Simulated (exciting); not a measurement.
# Na K-edge absorption of NaTlO, all-electron BSE, part 2 of 3

Aim: the Na K absorption edge of NaTlO with the electron–hole interaction treated explicitly, and what each term of the kernel does.

exciting sodium; X-ray absorption, core-level Bethe-Salpeter equation, exchange and statically screened direct term, Tamm-Dancoff, all-electron LAPW+lo LDA.

So far. Step 3 (A richer basis for the empty states): Against the first ground state the total energy moves by -10 meV an atom and the gap by -0.01 eV.

**4. Screening, kernels and BSE for Na atom 3**

The absorber has 3 O at 2.29 Å (pyramidal, site symmetry 3m).

File input.xml:

```
<input>
  <title>NaTlO</title>
  <structure speciespath="." autormt="false" epslat="1.0e-5">
    <crystal>
      <basevect>6.5845364187 0.0000000000 0.0000000000</basevect>
      <basevect>-3.2922682094 5.7023758107 0.0000000000</basevect>
      <basevect>0.0000000000 0.0000000000 21.5326574787</basevect>
    </crystal>
    <species speciesfile="Tl.xml" rmt="2.300">
      <atom coord="0.6666666667 0.3333333333 0.6157190300"/>
      <atom coord="0.3333333333 0.6666666667 0.1157190300"/>
    </species>
    <species speciesfile="Na.xml" rmt="2.240">
      <atom coord="0.3333333333 0.6666666667 0.3938852900"/>
      <atom coord="0.6666666667 0.3333333333 0.8938852900"/>
    </species>
    <species speciesfile="O.xml" rmt="1.963">
      <atom coord="0.0000000000 0.0000000000 0.4903956800"/>
      <atom coord="0.0000000000 0.0000000000 0.9903956800"/>
    </species>
  </structure>
  <groundstate do="skip" xctype="LDA_PW" ngridk="6 6 1" rgkmax="7" gmaxvr="14" nempty="8" swidth="0.001" maxscl="100" epsengy="1e-5"/>
  <xs xstype="BSE" ngridk="5 5 1" ngridq="5 5 1" vkloff="0.097 0.273 0.493" rgkmax="7" nempty="44" gqmax="3" lmaxapwwf="5" lmaxemat="2" broad="0.01654" tevout="true">
    <energywindow intv="37.124 38.741" points="440"/>
    <screening screentype="full" nempty="73"/>
    <BSE xas="true" xasspecies="2" xasatom="1" xasedge="K" bsetype="singlet" nstlxas="1 40"/>
    <qpointset>
      <qpoint>0 0 0</qpoint>
    </qpointset>
    <plan>
      <doonly task="xsgeneigvec"/>
      <doonly task="writepmatxs"/>
      <doonly task="scrgeneigvec"/>
      <doonly task="scrwritepmat"/>
      <doonly task="screen"/>
      <doonly task="scrcoulint"/>
      <doonly task="exccoulint"/>
    </plan>
  </xs>
</input>
```

File input.xml for the last start (plan only):

```
  <plan>
    <doonly task="bse"/>
  </plan>
```

Launch:

```bash
> OMP_NUM_THREADS=1 mpirun -n 4 exciting
> OMP_NUM_THREADS=4 exciting
```

Numbers of over 12 decimals in the logs are rounded to 6 here.

Log:

```text
| EXCITING SODIUM started for task xsgeneigvec ( 301)                          =
One-shot GS runs for BSE calculations
One-shot GS runs for k+qmt/2 grids
Info(xsgeneigvec): Generating eigenvectors for Q-point      1
Info(xsgeneigvec): Generation of eigenvectors finished
| EXCITING SODIUM started for task writepmatxs ( 320)                          =
Info(writepmatxs): Momentum matrix elements finished
| EXCITING SODIUM started for task scrgeneigvec ( 401)                         =
One-shot GS runs for BSE calculations
One-shot GS runs for k+qmt/2 grids
Info(xsgeneigvec): Generating eigenvectors for Q-point      1
Using screening GS parameters.
Info(xsgeneigvec): Generation of eigenvectors finished
| EXCITING SODIUM started for task scrwritepmat ( 420)                         =
Info(writepmatxs): Momentum matrix elements finished
Info(scrwritepmat): Momentum matrix elements for screening finished
| EXCITING SODIUM started for task screen ( 430)                               =
Info(screenlauncher): Calculating screening for unshifted q-grid.
Info(screenlauncher): Number of q points:       5
Info(screenlauncher): lowest (partially)  unoccupied state:     35
Info(screenlauncher): highest (partially) occupied state  :     34
Info(screenlauncher): number of occupied states considered:   34
Info(screenlauncher): number of unoccupied states considered:   74
Info(screenlauncher): Starting loop over q-points
Info(screenlauncher): Screening for unshifted q-grid finished
Info(screenlauncher): Screening finished
| EXCITING SODIUM started for task scrcoulint ( 440)                           =
Info(scrcoulintlauncher): Setting up screened Coulomb interaction matrix W.
Info(scrcoulintlauncher): Using momentum transfer vectors from list :   1 to  1
Info(scrcoulintlauncher): Calculating screened Coulomb interaction matrix W
Info(scrcoulintlauncher): Momentum transfer list index: iqmt=  1
Info(scrcoulintlauncher): Momentum transfer: vqmtl=   0.000   0.000   0.000
Info(scrcoulintlauncher): Calculating RR block of W
Info(scrcoulint): Inspecting occupations...
Info(setranges_modxs): Number of non-reduced k-points:       25
Info(setranges_modxs): Number of states considered:       79
Info(setranges_modxs): Number of (partially) occupied states:        2
Info(setranges_modxs): Highest (partially) occupied states:       34
Info(setranges_modxs): Number of (partially) unoccupied states:       45
Info(setranges_modxs): Lowest (partially) unoccupied states:       35
Info(scrcoulint): Selecting transitions...
Info(select_transitions): Inspecting transitions in the  band interval:
  lowest occupied state:   1
  highest occupied state:   2
  lowest unoccupied state:  35
  highest unoccupied state:  74
  Opening gap with a scissor of:      0.000/H      0.000/eV
Info(select_transitions): Number of participating transitions:    2000
Info(scrcoulint): Size of file SCCLI will be about     0.030994 GB
Info(scrcoulint): Using q-grid
Info(scrcoulint): Number of reduced q-points:      5
Info(scrcoulint): Number of non-reduced q-points:     25
Info(scrcoulint): Calculating W(G1,G2,qr) fourier coefficients
Info(scrcoulint): Calculating W matrix elements
Info(scrcoulintlauncher): Screened coulomb interaction finished for iqmt=   1
| EXCITING SODIUM started for task exccoulint ( 441)                           =
Info(exccoulintlauncher): Setting up exchange interaction matrix V.
Info(exccoulintlauncher): Using momentum transfer vectors from list :   1 to  1
Info(exccoulintlauncher):Calculating exchange interaction matrix V
Info(exccoulintlauncher): Momentum transfer list index: iqmt=  1
Info(exccoulintlauncher): Momentum transfer: vqmtl=   0.000   0.000   0.000
Info(exccoulintlauncher): Calculating RR block of V
Info(exccoulint): Inspecting occupations...
Info(setranges_modxs): Number of non-reduced k-points:       25
Info(setranges_modxs): Number of states considered:       79
Info(setranges_modxs): Number of (partially) occupied states:        2
Info(setranges_modxs): Highest (partially) occupied states:       34
Info(setranges_modxs): Number of (partially) unoccupied states:       45
Info(setranges_modxs): Lowest (partially) unoccupied states:       35
Info(exccoulint): Selecting transitions...
Info(select_transitions): Inspecting transitions in the  band interval:
  lowest occupied state:   1
  highest occupied state:   2
  lowest unoccupied state:  35
  highest unoccupied state:  74
  Opening gap with a scissor of:      0.000/H      0.000/eV
Info(select_transitions): Number of participating transitions:    2000
Info(exccoulint): Size of file EXCLI will be about     0.030994 GB
Info(exccoulint): Generating plane wave matrix elements for momentum transfer iqmt=   1
  Timing (in seconds)	   :     652.014
Info(exccoulint): Generating V matrix elements
Info(exccoulint): Zeroing Coulomb potential at G+qmt index:  1
Info(exccoulintlauncher): Exchange interaction finished for iqmt=   1
| EXCITING SODIUM started for task bse ( 445)                                  =
Info(bselauncher): Init time:    1.283628
Info(bselauncher): Setting up and diagonalizing BSE Hamiltonian.
Info(bselauncher): Using momentum transfer vectors from list :   1 to  1
Info(bselauncher): Distributing qmt-points over   1 processes.
Info(bselauncher): BSE type: singlet
Info(bselauncher): Momentum transfer list index: iqmt=  1
Info(bselauncher): Momentum transfer: vqmtl=   0.000   0.000   0.000
Info(bse): Inspecting occupations...
Info(setranges_modxs): Number of non-reduced k-points:       25
Info(setranges_modxs): Number of states considered:       79
Info(setranges_modxs): Number of (partially) occupied states:        2
Info(setranges_modxs): Highest (partially) occupied states:       34
Info(setranges_modxs): Number of (partially) unoccupied states:       45
Info(setranges_modxs): Lowest (partially) unoccupied states:       35
Info(select_transitions): Inspecting transitions in the  band interval:
  lowest occupied state:   1
  highest occupied state:   2
  lowest unoccupied state:  35
  highest unoccupied state:  74
  Opening gap with a scissor of:      0.000/H      0.000/eV
Info(select_transitions): Number of participating transitions:    2000
Info(bse): Selecting transitions...
Info(bse):bsegap (eV):  1023.260844
Info(bse): Assembling BSE matrix
  RR/RA blocks of global BSE-Hamiltonian:
  Size of the Hamiltonian:    2000
  Number of k-points:      25
  Distributing matrix to   1 processes
  Local matrix shape   2000 x  2000
Info(bse): max local RAM needed for BSE matrices ~     0.059605 GB
Info(setup_bse_block): Setting up RR part of hamiltonian
Info(setup_bse_block): Singlet spin state
Info(bse): Diagonalizing RR Hamiltonian (TDA)
Info(bse): Invoking Lapack routine ZHEEVR
      2000 eigen solutions found in the interval:
         i1=       1 i2=    2000
Info(bse): Writing excition energies and oscillator strengths to text file.
Info(makespectrum_dist): Making spectrum using formula for coupling with time reversed AR basis.
Info(makespectrum_dist): Using formalism for vanishing momentum transfer.
Info(writederived): Writing quantities derived from the macroscopic dielectric function.
Info(bselauncher): Spectrum finished for iqmt=  1
Info(bselauncher): All done for BSE type singlet
```

It took 17 min on 4 MPI ranks of Intel Xeon at 2.70GHz, shared host.

Wall time by task: xsgeneigvec 12 s, writepmatxs 11 s, scrgeneigvec 8.6 s, scrwritepmat 8.4 s, screen 2.2 min, scrcoulint 2.6 min, exccoulint 11 min, bse 7.5 s.

The Na K spectrum of Na atom 3 (energy from the Kohn–Sham onset, core level to the lowest empty state found on the meshes used, 1022.19 eV; the ground-state mesh sets it, and the shifted mesh has its lowest transition 1.07 eV above it; Im ε scaled to the maximum of the singlet run; cut below the end of the band set):

| E (eV) | isotropic | ε ⊥ c | ε ∥ c |
| --- | --- | --- | --- |
| -3.0 | 0.02 | 0.02 | 0.03 |
| -2.5 | 0.03 | 0.03 | 0.03 |
| -2.0 | 0.03 | 0.03 | 0.04 |
| -1.5 | 0.05 | 0.04 | 0.06 |
| -1.0 | 0.07 | 0.05 | 0.09 |
| -0.5 | 0.11 | 0.08 | 0.17 |
| 0.0 | 0.23 | 0.15 | 0.41 |
| 0.5 | 0.41 | 0.35 | 0.54 |
| 1.0 | 0.51 | 0.54 | 0.46 |
| 1.5 | 0.44 | 0.46 | 0.39 |
| 2.0 | 0.37 | 0.37 | 0.36 |
| 2.5 | 0.35 | 0.30 | 0.45 |
| 3.0 | 0.48 | 0.44 | 0.56 |
| 3.5 | 0.53 | 0.58 | 0.44 |
| 4.0 | 0.61 | 0.70 | 0.44 |
| 4.5 | 0.80 | 0.93 | 0.54 |
| 5.0 | 0.67 | 0.77 | 0.48 |
| 5.5 | 0.46 | 0.49 | 0.40 |
| 6.0 | 0.36 | 0.36 | 0.36 |
| 6.5 | 0.37 | 0.34 | 0.42 |
| 7.0 | 0.51 | 0.44 | 0.66 |
| 7.5 | 0.79 | 0.59 | 1.20 |
| 8.0 | 0.77 | 0.60 | 1.09 |
| 8.5 | 0.78 | 0.65 | 1.04 |
| 9.0 | 0.86 | 0.83 | 0.91 |
| 9.5 | 0.78 | 0.83 | 0.68 |
| 10.0 | 0.73 | 0.77 | 0.65 |
| 10.5 | 0.71 | 0.78 | 0.57 |
| 11.0 | 0.77 | 0.90 | 0.52 |
| 11.5 | 0.99 | 1.13 | 0.70 |
| 12.0 | 0.95 | 0.87 | 1.13 |
| 12.5 | 0.73 | 0.71 | 0.76 |
| 13.0 | 0.55 | 0.58 | 0.49 |
| 13.5 | 0.47 | 0.50 | 0.40 |
| 14.0 | 0.46 | 0.51 | 0.36 |
| 14.5 | 0.50 | 0.60 | 0.31 |
| 15.0 | 0.44 | 0.54 | 0.23 |
| 15.5 | 0.42 | 0.52 | 0.21 |
| 16.0 | 0.35 | 0.42 | 0.21 |
| 16.5 | 0.30 | 0.35 | 0.21 |
| 17.0 | 0.30 | 0.34 | 0.24 |
| 17.5 | 0.33 | 0.39 | 0.22 |
| 18.0 | 0.35 | 0.41 | 0.24 |

Maxima (height): 0.9 eV (0.52), 4.6 eV (0.82), 7.7 eV (0.82), 9.0 eV (0.86), 11.6 eV (1.00) and 14.4 eV (0.51).

The Hamiltonian has 2000 rows. The lowest groups of eigenvalues and the brightest ones, on the scale above (the program counts from the shifted mesh's onset, 1.07 eV higher). Core spinors bring spin-forbidden partners, so dark means forbidden by spin or by symmetry, and the shifted mesh splits states that symmetry would keep together:

| energy (eV) | states within 10 meV | relative strength |
| --- | --- | --- |
| 0.215 | 2 | 0.66 |
| 0.580 | 2 | 0.29 |
| 0.764 | 2 | 0.58 |
| 0.846 | 2 | 0.15 |
| 0.866 | 2 | 0.65 |
| 0.892 | 2 | 0.066 |
| 2.817 | 2 | 0.74 |
| 4.678 | 4 | 1.00 |
| 7.597 | 2 | 0.97 |
| 11.491 | 2 | 0.73 |

**5. Independent particles**

Changes to input.xml since step 4:

```diff
@@ -25,3 +25,3 @@
     <screening screentype="full" nempty="73"/>
-    <BSE xas="true" xasspecies="2" xasatom="1" xasedge="K" bsetype="singlet" nstlxas="1 40"/>
+    <BSE xas="true" xasspecies="2" xasatom="1" xasedge="K" bsetype="IP" nstlxas="1 40"/>
     <qpointset>
@@ -30,9 +30,3 @@
     <plan>
-      <doonly task="xsgeneigvec"/>
-      <doonly task="writepmatxs"/>
-      <doonly task="scrgeneigvec"/>
-      <doonly task="scrwritepmat"/>
-      <doonly task="screen"/>
-      <doonly task="scrcoulint"/>
-      <doonly task="exccoulint"/>
+      <doonly task="bse"/>
     </plan>
```

Launch:

```bash
> OMP_NUM_THREADS=4 exciting
```

Log:

```text
| EXCITING SODIUM started for task bse ( 445)                                  =
Info(bselauncher): Init time:    1.444191
Info(bselauncher): Setting up and diagonalizing BSE Hamiltonian.
Info(bselauncher): Using momentum transfer vectors from list :   1 to  1
Info(bselauncher): Distributing qmt-points over   1 processes.
Info(bselauncher): BSE type: IP
Info(bselauncher): Momentum transfer list index: iqmt=  1
Info(bselauncher): Momentum transfer: vqmtl=   0.000   0.000   0.000
Info(bse): Inspecting occupations...
Info(setranges_modxs): Number of non-reduced k-points:       25
[...]
highest unoccupied state:  74
  Opening gap with a scissor of:      0.000/H      0.000/eV
Info(select_transitions): Number of participating transitions:    2000
Info(bse): Selecting transitions...
Info(bse):bsegap (eV):  1023.260844
Info(bse): IP requested, nothing much to do
Info(bse): Writing excition energies and oscillator strengths to text file.
Info(makespectrum_dist): Making spectrum using formula for coupling with time reversed AR basis.
Info(makespectrum_dist): Using formalism for vanishing momentum transfer.
Info(writederived): Writing quantities derived from the macroscopic dielectric function.
Info(bselauncher): Spectrum finished for iqmt=  1
Info(bselauncher): All done for BSE type IP
```

Wall time 3 s (4 threads).

Maxima (height): 6.1 eV (0.44), 10.7 eV (0.53), 13.4 eV (1.13), 15.2 eV (0.82) and 16.3 eV (0.89); 1 lower ones aren't listed. Against the singlet run the r.m.s. difference is 65 %. Moving the earlier curve by +5.0 eV leaves 28 %. The highest maximum lies at 13.4 eV (1.13), against 11.6 eV (1.00).

**6. Exchange alone**

Changes to input.xml since step 5:

```diff
@@ -25,3 +25,3 @@
     <screening screentype="full" nempty="73"/>
-    <BSE xas="true" xasspecies="2" xasatom="1" xasedge="K" bsetype="IP" nstlxas="1 40"/>
+    <BSE xas="true" xasspecies="2" xasatom="1" xasedge="K" bsetype="RPA" nstlxas="1 40"/>
     <qpointset>
```

Launch:

```bash
> OMP_NUM_THREADS=4 exciting
```

Log:

```text
| EXCITING SODIUM started for task bse ( 445)                                  =
Info(bselauncher): Init time:    1.340512
Info(bselauncher): Setting up and diagonalizing BSE Hamiltonian.
Info(bselauncher): Using momentum transfer vectors from list :   1 to  1
Info(bselauncher): Distributing qmt-points over   1 processes.
Info(bselauncher): BSE type: RPA
Info(bselauncher): Momentum transfer list index: iqmt=  1
Info(bselauncher): Momentum transfer: vqmtl=   0.000   0.000   0.000
Info(bse): Inspecting occupations...
Info(setranges_modxs): Number of non-reduced k-points:       25
[...]
Info(setup_bse_block): Setting up RR part of hamiltonian
Info(setup_bse_block): Using RPA approximation
Info(bse): Diagonalizing RR Hamiltonian (TDA)
Info(bse): Invoking Lapack routine ZHEEVR
      2000 eigen solutions found in the interval:
         i1=       1 i2=    2000
Info(bse): Writing excition energies and oscillator strengths to text file.
Info(makespectrum_dist): Making spectrum using formula for coupling with time reversed AR basis.
Info(makespectrum_dist): Using formalism for vanishing momentum transfer.
Info(writederived): Writing quantities derived from the macroscopic dielectric function.
Info(bselauncher): Spectrum finished for iqmt=  1
Info(bselauncher): All done for BSE type RPA
```

The job ended after 9 s (4 threads).

Maxima (height): 6.1 eV (0.43), 10.7 eV (0.53), 13.4 eV (1.12), 15.2 eV (0.83) and 16.3 eV (0.89). The spectrum is that of the independent-particle run within 1 %.

**7. Broadening**

Changed against the first singlet run: half width (eV) from 0.45 to 0.11.

Changes to input.xml since step 6:

```diff
@@ -22,6 +22,6 @@
   <groundstate do="skip" xctype="LDA_PW" ngridk="6 6 1" rgkmax="7" gmaxvr="14" nempty="8" swidth="0.001" maxscl="100" epsengy="1e-5"/>
-  <xs xstype="BSE" ngridk="5 5 1" ngridq="5 5 1" vkloff="0.097 0.273 0.493" rgkmax="7" nempty="44" gqmax="3" lmaxapwwf="5" lmaxemat="2" broad="0.01654" tevout="true">
-    <energywindow intv="37.124 38.741" points="440"/>
+  <xs xstype="BSE" ngridk="5 5 1" ngridq="5 5 1" vkloff="0.097 0.273 0.493" rgkmax="7" nempty="44" gqmax="3" lmaxapwwf="5" lmaxemat="2" broad="0.00404" tevout="true">
+    <energywindow intv="37.124 38.741" points="1200"/>
     <screening screentype="full" nempty="73"/>
-    <BSE xas="true" xasspecies="2" xasatom="1" xasedge="K" bsetype="RPA" nstlxas="1 40"/>
+    <BSE xas="true" xasspecies="2" xasatom="1" xasedge="K" bsetype="singlet" nstlxas="1 40"/>
     <qpointset>
```

Launch:

```bash
> OMP_NUM_THREADS=4 exciting
```

Log:

```text
| EXCITING SODIUM started for task bse ( 445)                                  =
Info(bselauncher): Init time:    1.291199
Info(bselauncher): Setting up and diagonalizing BSE Hamiltonian.
Info(bselauncher): Using momentum transfer vectors from list :   1 to  1
Info(bselauncher): Distributing qmt-points over   1 processes.
Info(bselauncher): BSE type: singlet
Info(bselauncher): Momentum transfer list index: iqmt=  1
Info(bselauncher): Momentum transfer: vqmtl=   0.000   0.000   0.000
Info(bse): Inspecting occupations...
[...]
Info(setup_bse_block): Setting up RR part of hamiltonian
Info(setup_bse_block): Singlet spin state
Info(bse): Diagonalizing RR Hamiltonian (TDA)
Info(bse): Invoking Lapack routine ZHEEVR
      2000 eigen solutions found in the interval:
         i1=       1 i2=    2000
Info(bse): Writing excition energies and oscillator strengths to text file.
Info(makespectrum_dist): Making spectrum using formula for coupling with time reversed AR basis.
Info(makespectrum_dist): Using formalism for vanishing momentum transfer.
Info(writederived): Writing quantities derived from the macroscopic dielectric function.
Info(bselauncher): Spectrum finished for iqmt=  1
Info(bselauncher): All done for BSE type singlet
```

Elapsed: 9 s, on 4 threads.

Against the singlet run the r.m.s. difference is 28 %. The highest maximum lies at 11.5 eV (1.62), against 11.6 eV (1.00). Only the width of each line changes; the area stays. A table step wider than the lines misses their tops.

| E (eV) | first run | this run |
| --- | --- | --- |
| -3.0 | 0.02 | 0.01 |
| -2.0 | 0.03 | 0.01 |
| -1.0 | 0.07 | 0.02 |
| 0.0 | 0.23 | 0.14 |
| 1.0 | 0.51 | 0.66 |
| 2.0 | 0.37 | 0.33 |
| 3.0 | 0.48 | 0.48 |
| 4.0 | 0.61 | 0.47 |
| 5.0 | 0.67 | 0.62 |
| 6.0 | 0.36 | 0.22 |
| 7.0 | 0.51 | 0.28 |
| 8.0 | 0.77 | 0.62 |
| 9.0 | 0.86 | 1.10 |
| 10.0 | 0.73 | 0.81 |
| 11.0 | 0.77 | 0.64 |
| 12.0 | 0.95 | 1.25 |
| 13.0 | 0.55 | 0.46 |
| 14.0 | 0.46 | 0.38 |
| 15.0 | 0.44 | 0.37 |
| 16.0 | 0.35 | 0.33 |
| 17.0 | 0.30 | 0.27 |
| 18.0 | 0.35 | 0.40 |

[end of part 2 of 3]

[Banner, clock and machine lines of the logs are left out without a mark of their own.]

[Logs are printed without paths, hosts, clocks, repeated set-up lines and the standing remarks that a program may print on its own settings, such as how far it seeks lower states.]

[Hosts, paths, dates, database ids (printed as entryN), source tags and the programs' standing remarks are cut or masked in the printed files.]
